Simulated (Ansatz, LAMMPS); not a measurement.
# Forces and charges in Li+ BF4- in ethylene carbonate and dimethyl sulfoxide and propylene carbonate at 380 K (188 atoms), part 2 of 2

Wanted: forces, charges and levels of Li+ BF4- in ethylene carbonate and dimethyl sulfoxide and propylene carbonate at 380 K (188 atoms).

Ansatz 0.2.0; Kohn-Sham DFT, r2SCAN+D3(BJ), PAW (set soft_2), plane waves.

The cell: 44 C, 34 O, 76 H, 4 S, 5 B, 20 F and 5 Li. The network of contacts between molecules at the start is that of the classical potential that made the cell. The density was typed from a rule of thumb and may lie off the real one at this temperature. Sampling is at Γ alone, for a cell whose shortest periodic width is 13 Å.

So far. Step 3 (Plane-wave single point): Between -26 and -10 eV lie 191 more states.

## 3. Plane-wave single point (continued)

Valence density in the ac plane at fractional y = 0.084, with atoms of O and C and H and B and F and Li within 0.2 Å of it. It is the smooth field of the valence electrons, not physical close to the nuclei.

Values in units of 1e0 e/Å³, 13 rows by 16 columns, each cell a mean:
```
1.2 0.2 0.0 0.0 0.0 0.0 0.0 0.0 0.1 0.6 0.8 0.4 0.2 0.0 0.0 0.5
0.5 0.1 0.2 3.2 1.0 0.1 0.1 0.0 0.2 3.6 2.3 0.2 0.2 0.1 0.0 0.2
0.0 0.0 0.3 4.1 1.4 2.3 4.8 0.2 0.1 0.8 0.3 0.3 0.1 0.0 0.0 0.0
0.0 0.0 0.0 0.4 1.6 1.0 1.7 0.1 0.2 2.0 0.8 6.2 1.1 0.4 0.1 0.0
0.0 0.0 0.0 0.8 3.3 0.3 0.0 0.0 0.0 0.0 0.2 0.9 1.0 0.8 0.1 0.0
0.1 0.0 0.0 0.0 0.1 0.0 0.1 0.0 0.0 0.0 0.0 0.1 3.5 3.4 0.1 0.0
2.0 0.4 0.0 0.0 0.0 0.1 0.2 0.1 0.0 0.0 0.0 0.0 0.2 0.2 0.0 0.4
2.4 0.4 0.0 0.0 0.1 0.4 0.8 0.2 0.0 0.0 0.1 0.1 0.1 0.0 0.1 1.0
0.6 0.0 0.0 0.0 0.1 0.3 0.5 0.2 0.0 0.0 0.0 0.1 0.2 0.0 0.2 1.1
0.1 0.0 0.0 0.0 0.0 0.0 0.0 0.0 0.0 0.0 0.0 0.0 0.0 0.0 0.0 0.1
0.0 0.0 0.0 0.0 0.0 0.0 0.0 0.0 0.0 0.0 0.0 0.0 0.0 0.0 0.0 0.0
0.1 0.0 0.0 0.1 0.1 0.0 0.1 0.1 0.0 0.0 0.1 0.1 0.3 0.1 0.0 0.1
1.1 0.1 0.0 0.0 0.0 0.0 0.0 0.0 0.0 0.1 0.5 0.2 0.1 0.0 0.0 0.4
```
Columns run along a (13.3 Å), rows up along c (13.3 Å). Atoms in or near the plane, at fractional coordinates: O at (0.61, 0.88), C at (0.98, 0.36), H at (0.01, 0.91), H at (0.01, 0.05), B at (0.81, 0.68), F at (0.71, 0.71), F at (0.22, 0.83), F at (0.38, 0.78), Li at (0.58, 0.75).

Electrostatic potential energy in the ac plane at fractional y = 0.084, with atoms of O and C and H and B and F and Li within 0.2 Å of it. With pseudopotentials it is smooth inside the atoms' cores, unlike the true potential.

Ten even steps from '0' (-37 eV) to '9' (6 eV), each cell a mean:
```
2378999999999999999999986678999999986
1589999999999999999997444468999999986
3699999867999999999992003789999999997
9999997100799999999996347999999999999
9999998312676214999987889999999999999
9999999987675002999842378757998999999
9999999996688778999853477100443589999
9999999961049999999988898522300179999
9999999984379999999999999998621489999
9999999999999999999999999999500499999
9999999999999999999999999999611599999
7788999999999999999999999999999999999
0048999999999999999999999999999999985
0158999999998766789999999999999999874
2689999999998644689999999999889998610
1689999999998766789999999999889998500
7899999999999888999999999999999999865
9999999999999999999999999999999999999
9999999999999999999999999999999999999
9999999999999999999999999999999999999
9999999999999999999999999999988999999
8899999999999999999999999999878999998
1589999999999999999999998899999999996
3589999999999999999999998889999999987
```
Columns run along a (13.3 Å; values clipped at the 3rd and 97th percentile), rows up along c (13.3 Å). Atoms in or near the plane, at fractional coordinates: O at (0.61, 0.88), C at (0.98, 0.36), H at (0.01, 0.91), H at (0.01, 0.05), B at (0.81, 0.68), F at (0.71, 0.71), F at (0.22, 0.83), F at (0.38, 0.78), Li at (0.58, 0.75).

Mean Löwdin charges: B +0.95, C +0.00, F -0.41, H +0.21, Li +0.79, O -0.40 e (they miss 1.3 % of the electrons, so they add up to more than the cell's charge).

## 4. Distances and neighbours

Bonds and neighbours are counted at the geometry of the runs.

Density 1.24 g/cm³, 12.48 Å³ an atom.

g(r), total and by pair (bins of 0.2 Å):

```
r (Å)  total   H-H    H-C   H-O   H-F   H-B  H-Li
 1.00   2.27  0.00  12.00  0.00  0.00  0.00  0.00
 1.20   1.50  0.00   5.85  0.00  0.00  0.00  0.00
 1.40   1.81  0.00   0.00  0.00  0.00  0.00  0.00
 1.60   0.43  0.95   0.00  0.00  0.00  0.00  0.00
 1.80   1.01  4.65   0.00  0.21  0.00  0.00  0.00
 2.00   0.62  0.17   0.61  1.94  0.00  0.00  0.00
 2.20   1.66  0.72   2.90  0.85  0.12  0.00  0.00
 2.40   0.79  1.20   0.09  0.38  0.54  0.00  0.00
 2.60   0.75  1.34   0.69  0.95  1.16  0.00  0.00
 2.80   0.86  0.84   1.28  1.81  1.09  0.31  0.30
 3.00   0.77  1.43   0.74  1.02  1.03  0.00  0.00
 3.20   0.82  0.67   0.83  1.41  0.60  1.45  0.72
 3.40   0.86  0.64   0.80  1.04  0.85  1.67  0.21
 3.60   0.93  0.74   1.09  1.00  0.91  1.12  1.14
 3.80   0.98  1.15   1.01  1.09  0.77  1.36  0.50
 4.00   0.97  1.09   0.93  1.02  0.72  1.55  1.54
 4.20   0.98  0.74   0.83  0.96  1.23  1.41  0.84
 4.40   0.95  0.90   0.79  1.11  1.14  0.76  1.27
 4.60   1.03  0.95   0.92  1.18  1.19  1.85  1.16
 4.80   1.01  0.76   0.97  0.88  1.60  0.75  1.40
 5.00   0.98  0.94   0.91  1.14  0.93  0.79  1.08
 5.20   1.15  1.01   1.00  0.97  1.02  1.46  1.64
 5.40   1.04  0.88   1.12  1.03  1.14  0.93  1.68
 5.60   1.06  1.02   1.08  1.05  0.94  0.95  1.34
 5.80   0.97  1.12   0.89  0.88  1.00  0.65  1.47
 6.00   1.03  1.01   1.19  0.91  0.97  0.68  1.24
 6.20   1.02  0.95   0.99  0.88  1.08  1.33  0.83
 6.40   0.95  1.00   0.87  0.94  1.05  0.48  1.55
```

Local excerpt of 13 atoms (numbers count through the whole input) about C2, picked at random; x, y, z are measured from there.

```
atom      x      y      z  distance (Å)  Löwdin charge (e)     Fx     Fy  Fz (eV/Å)
  C2   0.00   0.00   0.00          0.00               0.12  -2.15  -0.12       1.01
 H11   0.02   1.05  -0.06          1.05               0.23  -0.21   1.26      -0.41
  O7   1.17  -0.36   0.69          1.41              -0.30   0.69  -2.86       0.01
  C3   0.11  -0.69  -1.27          1.45              -0.04   0.05   0.63      -3.24
  C1  -1.28  -0.49   0.72          1.55              -0.48   0.04   1.47       0.63
 H10  -1.42   0.22   1.54          2.10               0.21  -0.05  -0.38       0.29
 H13   0.69  -0.11  -1.99          2.11               0.19  -0.26  -0.16      -0.05
 H12  -0.90  -0.89  -1.70          2.12               0.22   1.00  -0.39       0.21
  H9  -1.08  -1.48   1.15          2.16               0.18  -0.46   0.15      -0.26
  C5   1.45  -1.66   0.25          2.22               0.76   1.34   0.74       0.40
  H8  -2.23  -0.37   0.12          2.27               0.20   1.36  -0.52       0.29
  O4   0.91  -1.85  -1.02          2.30              -0.28   0.43  -0.65       2.80
 O58  -1.81   1.68  -2.03          3.20              -0.46  -1.78  -0.04      -0.48
```

## 5. Summary of results

| Property | Result |
| --- | --- |
| free energy per atom | -283.3009 eV/atom |
| pressure | 0.4825 GPa |
| r.m.s. force component | 1.147 eV/Å |
| gap (highest filled to lowest empty level) | 4.407 eV |
| wall time of the 1 DFT run | 60 s |

In words: The highest filled and lowest empty levels differ by 4.41 eV (at Γ alone); a semilocal functional tends to put such gaps too low. In a disordered cell it changes from sample to sample and from frame to frame.

**Limits.** The force components of 1.1 eV/Å r.m.s. come partly from thermal motion and partly from the difference between the classical potential and DFT, above all in bond lengths inside molecules. The pressure of a single frame lacks the kinetic term.

[Logs are printed without paths, hosts, clocks, repeated set-up lines and the standing remarks that a program may print on its own settings, such as how far it seeks lower states.]

[Hosts, paths, dates, database ids (printed as entryN), source tags and the programs' standing remarks are cut or masked in the printed files.]
